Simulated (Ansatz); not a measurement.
# Sr on Ta(110): change of the work function, part 4 of 5

Aim: the work function of Ta(110) at several coverages of Sr (shortbridge site), and the dipole that each adsorbate carries.

Ansatz 0.2.0; plane-wave DFT, PBEsol, Ansatz PAW.

So far, work function, upper face (eV): step 2 (the clean slab) 4.82; step 3 (adsorbate added, coverage 0.25 ML) 2.04; step 4 (the covered slab, coverage 0.5 ML) 3.02; step 6 (the slab at 0.25 ML, atoms frozen) 2.04.

### Step 7. The substrate of the 0.25 ML cell alone

System of this step: Sr/Ta(110), substrate alone, atoms held. The cell holds 16 atoms: 16 Ta. Cell: a = 5.733 Å, b = 5.733 Å, c = 28.382 Å, α = 90.0°, β = 90.0°, γ = 70.5°. Vacuum lies along c.

The second part, atoms unmoved.

Contents of input.yaml:

```yaml
crystal:
  lattice:
    - [4.6810468914, -3.31, 0.0]
    - [4.6810468914, 3.31, 0.0]
    - [0.0, 0.0, 28.3823835106]
  atoms:
    - { symbol: Ta, position: [0.0, 0.0, 0.3170981041] }
    - { symbol: Ta, position: [0.25, 0.25, 0.3995620538] }
    - { symbol: Ta, position: [0.0020763737, -0.0019945412, 0.4802083964] }
    - { symbol: Ta, position: [0.2497348807, 0.252362961, 0.5566130306] }
    - { symbol: Ta, position: [0.0, 0.5, 0.3170981041] }
    - { symbol: Ta, position: [0.25, 0.75, 0.3995620538] }
    - { symbol: Ta, position: [-0.0020763737, 0.5019945412, 0.4802083964] }
    - { symbol: Ta, position: [0.2473185125, 0.7541544551, 0.5610136775] }
    - { symbol: Ta, position: [0.5, 0.0, 0.3170981041] }
    - { symbol: Ta, position: [0.75, 0.25, 0.3995620538] }
    - { symbol: Ta, position: [0.5024049344, -0.0021099807, 0.4803025832] }
    - { symbol: Ta, position: [0.7502651193, 0.247637039, 0.5566130306] }
    - { symbol: Ta, position: [0.5, 0.5, 0.3170981041] }
    - { symbol: Ta, position: [0.75, 0.75, 0.3995620538] }
    - { symbol: Ta, position: [0.4975950656, 0.5021099807, 0.4803025832] }
    - { symbol: Ta, position: [0.7526814875, 0.7458455449, 0.5610136775] }
kpoints:
  mp_grid: { grid: [6, 6, 1] }
hamiltonian:
  xc: pbesol
scf:
  occupations: { method: fermi_dirac, width: 0.1 }
  convergence: { dr2_threshold: 1.0e-08 }
efield:
  axis: 3
  dipole_correction: true
  ramp_position: 0.97
  ramp_width: 0.06
output:
  write_potential: true
  write_density: true
  volumetric_format: npy
```

On the command line:

```
ansatz run input.yaml --threads 4 --pin off --max-ram 6144MiB --backend cpu --events-out ev --progress --plain --runs-dir out
```

Numbers of over 12 decimals in the logs are rounded to 6 here.

What it wrote:

```text
[...]
Crystal: 16 atoms, lattice volume = 879.528 Å³
Basis set: ecut = 420 eV, 17279 PW (Γ)
Bands: 125, of which v1, the nominal top of the filled ones, is band 104 counted from 1 (103 counted from 0)
Symmetry: 2 space group operations
[...]
k-points: 20 of 36
[...]
SCF iter   1: F=—  HF=-156894.133869 eV  |F-HF|=—  |Δ(HF+E_count)|=         —  Δρ=5.78e-3  dr2=6.40e0  ethr=1.77e-3  p=0.017 e·Å  D=3.44e-3 V/Å  ΔV_dip=-0.10 eV  dr2_dipole=1.86e-1  V_vac-E_F(+/−)=5.08/5.18 eV  ⟨swp⟩=10.6  Hψ=12732  notcnv=0
[...]
SCF iter   9: F=-156893.928019 eV  HF=-156893.928019 eV  |F-HF|=6.40e-10  |Δ(HF+E_count)|=   1.92e-8  Δρ=4.77e-7  dr2=2.55e-9  ethr=4.81e-12  p=0.015 e·Å  D=3.07e-3 V/Å  ΔV_dip=-0.09 eV  dr2_dipole=1.37e-11  V_vac-E_F(+/−)=4.83/4.92 eV  ⟨swp⟩=11.6  Hψ=7249  notcnv=0
SCF 1 converged in 9 iterations: F = -156893.928019 eV  dr2 = 2.55e-9
[...]
SCF converged after 9 iterations
Free energy (F): -156893.928019 eV
[...]
Internal energy: -156893.200039 eV  (E = F + TS)
E sigma→0 (E₀):  -156893.564029 eV
Entropy (-TS):   -0.727980 eV (-45.499 meV/atom)
Fermi energy:    2.940838 eV
Dipole field:    D = 0.003070 V/Å  (p = 0.014923 e·Å, saw-weighted, corrected)
Work function:   Φ+ = 4.8300 eV   Φ− = 4.9171 eV
[...]
--- Band table (eV; the first three rows and the last of 20) ---
  k-point 0: bands = [... 100 lower, 2.8356, 3.0698, 3.3146, 3.4090, 3.5932, 3.8168, 4.2027, 4.2084, ... 17 higher]
  k-point 1: bands = [... 100 lower, 2.8367, 2.8807, 3.0894, 3.3425, 3.5885, 3.6346, 3.6909, 3.8207, ... 17 higher]
  k-point 2: bands = [... 100 lower, 2.6256, 2.7069, 2.7610, 2.8018, 2.8440, 2.9079, 2.9976, 3.0872, ... 17 higher]
  k-point 19: bands = [... 100 lower, 2.9609, 3.0093, 3.0766, 3.0914, 3.1374, 3.1506, 3.1580, 3.1900, ... 17 higher]
```

The job ended after 1.7 min (4 threads of Arm Neoverse V1, shared host; peak memory 3.5 GiB; 6.6 min of CPU time).

Numbers from this step:

| Property | Result |
| --- | --- |
| energy at zero smearing | -156893.5640 eV |
| work function, upper face | 4.830 eV |
| work function, lower face | 4.917 eV |
| dipole along the normal | 0.01492 e·Å |
| step between the vacuum levels | -0.08713 eV |

The work function of the upper face is 4.83 eV.

### Step 8. The adsorbate layer of the 0.25 ML cell alone

System of this step: Sr/Ta(110), adsorbate layer alone, atoms held. The cell holds 1 atom: 1 Sr. Cell: a = 5.733 Å, b = 5.733 Å, c = 28.382 Å, α = 90.0°, β = 90.0°, γ = 70.5°. Vacuum lies along c.

The third part; a free layer of atoms may carry a moment, so spin is on.

input.yaml, the sections that differ from step 7:

```yaml
crystal:
  lattice:
    - [4.6810468914, -3.31, 0.0]
    - [4.6810468914, 3.31, 0.0]
    - [0.0, 0.0, 28.3823835106]
  atoms:
    - { symbol: Sr, position: [0.0, 0.25, 0.656433879], spin: 1.0 }
magnetization:
  spin_polarized: true
# kpoints, hamiltonian, scf, efield, output: as in step 7
```

What it wrote:

```text
[...]
Crystal: 1 atoms, lattice volume = 879.528 Å³
Basis set: ecut = 420 eV, 17279 PW (Γ)
Bands: 10, of which v1, the nominal top of the filled ones, is band 5 counted from 1 (4 counted from 0)
Symmetry: 4 space group operations
k-points: 13 of 36
[...]
Starting moments: Σ|m| = 1 μB on 1 of 1 site
[...]
SCF iter   1: F=—  HF=-3490.536145 eV  |F-HF|=—  |Δ(HF+E_count)|=         —  Δρ=5.87e-3 (↑5.87e-3 ↓5.59e-3)  dr2=3.98e-2  dr2_m=2.63e-1  M=0.026 μB ∫|m|=0.034 μB  β_m=0.30  ethr=3.48e-4  p=0.000 e·Å  D=1.16e-9 V/Å  ΔV_dip=-0.00 eV  dr2_dipole=1.61e-11  V_vac-E_F(+/−)=2.77/2.77 eV  ⟨swp⟩=1.6  Hψ=3922  notcnv=0
[...]
spin=Collinear: Resta preconditioning applied to the charge; magnetization (m = ρ↑ − ρ↓) channel mixes plain (no charge-response kernel on spin).
SCF iter   2: F=—  HF=-3490.614033 eV  |F-HF|=—  |Δ(HF+E_count)|=   7.79e-2  Δρ=4.12e-3 (↑4.12e-3 ↓3.97e-3)  dr2=2.06e-2  dr2_m=1.31e-1  M=0.017 μB ∫|m|=0.026 μB  β_m=0.30  ethr=2.23e-4  p=0.000 e·Å  D=5.62e-7 V/Å  ΔV_dip=-0.00 eV  dr2_dipole=5.37e-12  V_vac-E_F(+/−)=2.76/2.76 eV  ⟨swp⟩=1.7  Hψ=301  notcnv=0  κ⁻¹=1.0e0(r=1)
[...]
SCF iter   7: F=—  HF=-3490.689975 eV  |F-HF|=—  |Δ(HF+E_count)|=   2.41e-3  Δρ=7.21e-4 (↑7.21e-4 ↓7.18e-4)  dr2=5.61e-7  dr2_m=4.17e-3  M=0.003 μB ∫|m|=0.007 μB  β_m=0.31  ethr=1.50e-8  p=0.000 e·Å  D=7.06e-7 V/Å  ΔV_dip=-0.00 eV  dr2_dipole=5.93e-14  V_vac-E_F(+/−)=2.72/2.72 eV  ⟨swp⟩=4.1  Hψ=633  notcnv=0
[...]
spin-set hold released at iteration 7 (site moments contracting): the magnetisation degrees of freedom join the quasi-Newton model from the next iteration; the mixer history was flushed
SCF iter   8: F=—  HF=-3490.691204 eV  |F-HF|=—  |Δ(HF+E_count)|=   1.23e-3  Δρ=5.05e-4 (↑5.05e-4 ↓5.04e-4)  dr2=2.41e-7  dr2_m=2.05e-3  M=0.002 μB ∫|m|=0.005 μB  β_m=0.30  ethr=3.15e-9  p=0.000 e·Å  D=7.24e-7 V/Å  ΔV_dip=-0.00 eV  dr2_dipole=1.38e-13  V_vac-E_F(+/−)=2.72/2.72 eV  ⟨swp⟩=3.2  Hψ=605  notcnv=0  κ⁻¹=1.0e0(r=1)
density mixer auto → broyden: gapped, with many states about μ (density of states about μ 0.79 of a free-electron gas's, 30 screened modes)
SCF iter   9: F=—  HF=-3490.692392 eV  |F-HF|=—  |Δ(HF+E_count)|=   1.19e-3  Δρ=7.64e-6 (↑7.30e-6 ↓7.64e-6)  dr2=2.15e-8  dr2_m=4.47e-7  M=0.000 μB ∫|m|=0.002 μB  β_m=0.30  ethr=1.35e-9  p=0.000 e·Å  D=5.48e-7 V/Å  ΔV_dip=-0.00 eV  dr2_dipole=3.62e-14  V_vac-E_F(+/−)=2.72/2.72 eV  ⟨swp⟩=5.2  Hψ=782  notcnv=0  κ⁻¹=4.9e-6(r=2)
[...]
SCF iter  15: F=-3490.692395 eV  HF=-3490.692395 eV  |F-HF|=5.00e-12  |Δ(HF+E_count)|=  3.77e-10  Δρ=1.08e-8 (↑1.08e-8 ↓1.03e-8)  dr2=2.41e-13  dr2_m=8.49e-13  M=-0.000 μB ∫|m|=0.000 μB  ethr=1.00e-12  p=0.000 e·Å  D=4.80e-7 V/Å  ΔV_dip=-0.00 eV  dr2_dipole=5.32e-18  V_vac-E_F(+/−)=2.72/2.72 eV  ⟨swp⟩=3.0  Hψ=522  notcnv=0
SCF 1 converged in 15 iterations: F = -3490.692395 eV  dr2 = 2.41e-13
[...]
WARN: the starting moments were not kept: the SCF closed with an absolute magnetisation of 3.7e-6 μB, where they sum to 1 μB in size (1 site). That is at most 0.1 of that sum. Measured as dr2_m measures the in/out step, that magnetisation stands 4.8e-13 eV from none, at or under the dr2_threshold of 1.0e-8 eV: it is no larger than a step whose dr2_m would equal this threshold. The system may hold no moment; this SCF  [...]
[...]
this state was not tested for a lower state beside it, because the mixer in use, unlike msr1, does not test its closes by its own steps (another_mixer; see scf.mixing.algorithm and scf.lower_state_search)
SCF converged after 15 iterations
Magnetization: -0.0000 μB (5.0000 up, 5.0000 down)
Absolute magnetization: 0.0000 μB (∫|ρ↑−ρ↓|, with the PAW one-centre terms)
[...]
Per-site moments (μB) at R_I (Å): [(2.1139876993108798e-8, 2.364899)]
Free energy (F): -3490.692395 eV
[...]
Internal energy: -3490.679702 eV  (E = F + TS)
E sigma→0 (E₀):  -3490.686048 eV
Entropy (-TS):   -0.012693 eV (-12.693 meV/atom)
Fermi energy:    -2.140026 eV
Dipole field:    D = 0.000000 V/Å  (p = 0.000002 e·Å, saw-weighted, corrected)
Work function:   Φ+ = 2.7213 eV   Φ− = 2.7213 eV
[...]
--- Band table (eV; the first three rows and the last of 26) ---
[...]
```

It took 13 s on 4 threads; peak memory 1 GiB.

Numbers from this step:

```yaml
energy_at_zero_smearing: -3490.6860 eV
dipole_along_the_normal: 2.33e-6 e·Å
```

At this spacing and smearing the free layer keeps no moment.

### Step 9. Where the charge went at 0.25 ML

This step: plane-wave DFT, PBEsol, Ansatz PAW; density difference on adsorption (Ansatz 0.2.0).

The densities of the parts are taken from that of the whole and averaged over planes; the first moment of what is left gives the step in the potential.

This step gave:

```yaml
largest_charge_moved: 0.008764 e/Å²
potential_step_from_the_moved_charge: -2.751 eV
```

The electron density difference oscillates, so the rows of the table below give means over windows of 1.92 Å about each position, cut where the curve ends. Its maxima inside the range that stand out by 2 % of the span (Å: e/Å³): 8.4: 5.3e-4, 10.6: 3.5e-4, 12.7: 4.6e-4, 13.7: 7.8e-4, 15.8: 0.00132, 17.3: 0.0129, 19.2: -0.00218. Its minima: 9.6: -3.1e-4, 11.8: -3.5e-4, 13.3: 2.2e-5, 15.2: -0.00259, 16.3: -0.00476, 18.8: -0.00366, 20.0: -0.00417.

Planar mean, whole system less its parts. Table of electron density difference by z; means over each step:

| z (Å) | electron density difference (e/Å³) |
| --- | --- |
| 2.88 | -4.9e-8 |
| 4.80 | -3.4e-6 |
| 6.72 | -9.0e-5 |
| 8.64 | 8.7e-5 |
| 10.56 | 1.6e-5 |
| 12.48 | 8.2e-5 |
| 14.40 | -9.3e-4 |
| 16.32 | 0.00233 |
| 18.24 | 0.00151 |
| 20.16 | -0.00287 |
| 22.08 | -1.6e-4 |
| 24.00 | 2.5e-5 |
| 25.92 | 2.4e-6 |
| 27.84 | 1.7e-7 |

Planar mean, whole system less its parts. Table of electrons moved below z by z:

| z (Å) | electrons moved below z (e/Å²) |
| --- | --- |
| 4 | -1.5e-7 |
| 5 | -1.5e-6 |
| 6 | -1.3e-5 |
| 7 | -8.5e-5 |
| 8 | -1.9e-4 |
| 9 | 8.1e-5 |
| 10 | -1.0e-4 |
| 11 | 6.6e-5 |
| 12 | -1.2e-4 |
| 13 | 1.4e-4 |
| 14 | 4.8e-4 |
| 15 | -9.0e-4 |
| 16 | -0.00181 |
| 17 | 2.5e-4 |
| 18 | 0.00875 |
| 19 | 0.00608 |
| 20 | 0.00296 |
| 21 | 2.9e-4 |
| 22 | -9.6e-5 |
| 23 | -5.1e-5 |
| 24 | -1.6e-5 |
| 25 | -3.9e-6 |
| 26 | -8.0e-7 |

[end of part 4 of 5]

[Logs are printed without paths, hosts, clocks, repeated set-up lines and the standing remarks that a program may print on its own settings, such as how far it seeks lower states.]

[Hosts, paths, dates, database ids (printed as entryN), source tags and the programs' standing remarks are cut or masked in the printed files.]

[Maps of the electrostatic potential energy from Ansatz leave out the sawtooth potential of an applied field or a dipole correction, so their vacuum need not be flat; planar profiles and work functions include it.]
